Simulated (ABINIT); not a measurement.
# Calculated records

**A GW chain in ABINIT: PbO (P4/nmm)**

The structure is tetragonal, space group P4/nmm (No. 129). Conventional cell: a = 3.975 Å, b = 3.975 Å, c = 5.023 Å, α = 90.00°, β = 90.00°, γ = 90.00°. Nearest to Pb lie 4 O at 2.32 Å. Nearest to O lie 4 Pb at 2.32 Å. Farther neighbours, and contacts between anions beyond the nearest, are not listed.

```xyz
4
Lattice="3.9748 0.0000 0.0000 0.0000 3.9748 0.0000 0.0000 0.0000 5.0227" Properties=species:S:1:pos:R:3 pbc="T T T"
Pb    0.0000    1.9874    1.1980
Pb    1.9874    0.0000    3.8247
O     0.0000    0.0000    0.0000
O     1.9874    1.9874    0.0000
```

- method: RPA screening on PBE, plane waves, norm-conserving pseudopotentials (and 2 further levels or steps)
- program: ABINIT 10.8.3
- settings: cutoff 42 Ha, PseudoDojo scalar-relativistic 0.4 stringent, norm-conserving, ngkpt (4, 4, 2), nband 87, ecuteps 4 Ha, inclvkb 2, shiftk (0, 0, 0), symchi 1, awtr 1, frequency ppm, 4×4×2 k-mesh
- cost: 5 runs, 6 min in all on 8 MPI ranks of Arm Neoverse N1, shared host
- notes: The database entry behind the starting cell differs from other determinations of this structure. The program’s warnings: nkpt*nsppol () is not a multiple of nproc spkpt (). The cell and positions come from the Crystallography Open Database and are kept as given unless a step says otherwise. Limits: no spin-orbit coupling. The 4×4×2 mesh is coarse for this cell, which bears on the long-range parts of exchange and screening.
- PBE gap: 1.17 eV, indirect
- G0W0 gap on the mesh: 1.20 eV
- GW settings: 4×4×2 mesh, 87 bands, screening to 108.8 eV, Godby-Needs plasmon pole
- known limits: short of the basis limit; no spin-orbit coupling; coarse k mesh

G0W0 moves the gap on the mesh from 1.17 eV to 1.20 eV (+0.03 eV), with Z of 0.79 and 0.84 at the edges. Local fields lower the RPA ε∞ on this mesh from 7.24 to 6.41; a Γ-centred mesh this coarse tends to raise both, most where the direct gap is narrow, while a short band sum lowers them.

[Long decimals in the printed logs are rounded to 6 places.]

[Logs are printed without paths, hosts, clocks, repeated set-up lines and the standing remarks that a program may print on its own settings, such as how far it seeks lower states.]

[Paths, hosts, dates, memory and timing lines, banners, echoed tables and standing remarks are left out of the program output; an Ansatz launch command may be rebuilt from the run's recorded settings. Measured values are a selection of at most five: reports struck by readers or far from the other reports are left out. None is set beside runs whose start may be inverted or whose files or cutoffs have a known fault.]

[Runs of the session that timed out or met a known fault of the program may be left out.]

[Hosts, paths, dates, database ids (printed as entryN), source tags and the programs' standing remarks are cut or masked in the printed files.]

[G0W0 gaps are taken among the corrected bands and points alone; a level outside them can change the order at an edge.]

[Where Ansatz stands beside ABINIT at settings called matched, ABINIT's density can come from a denser mesh and the files from another edition; pairs whose starting gaps differed by over 0.03 eV were left out, so agreement reads better than it is.]
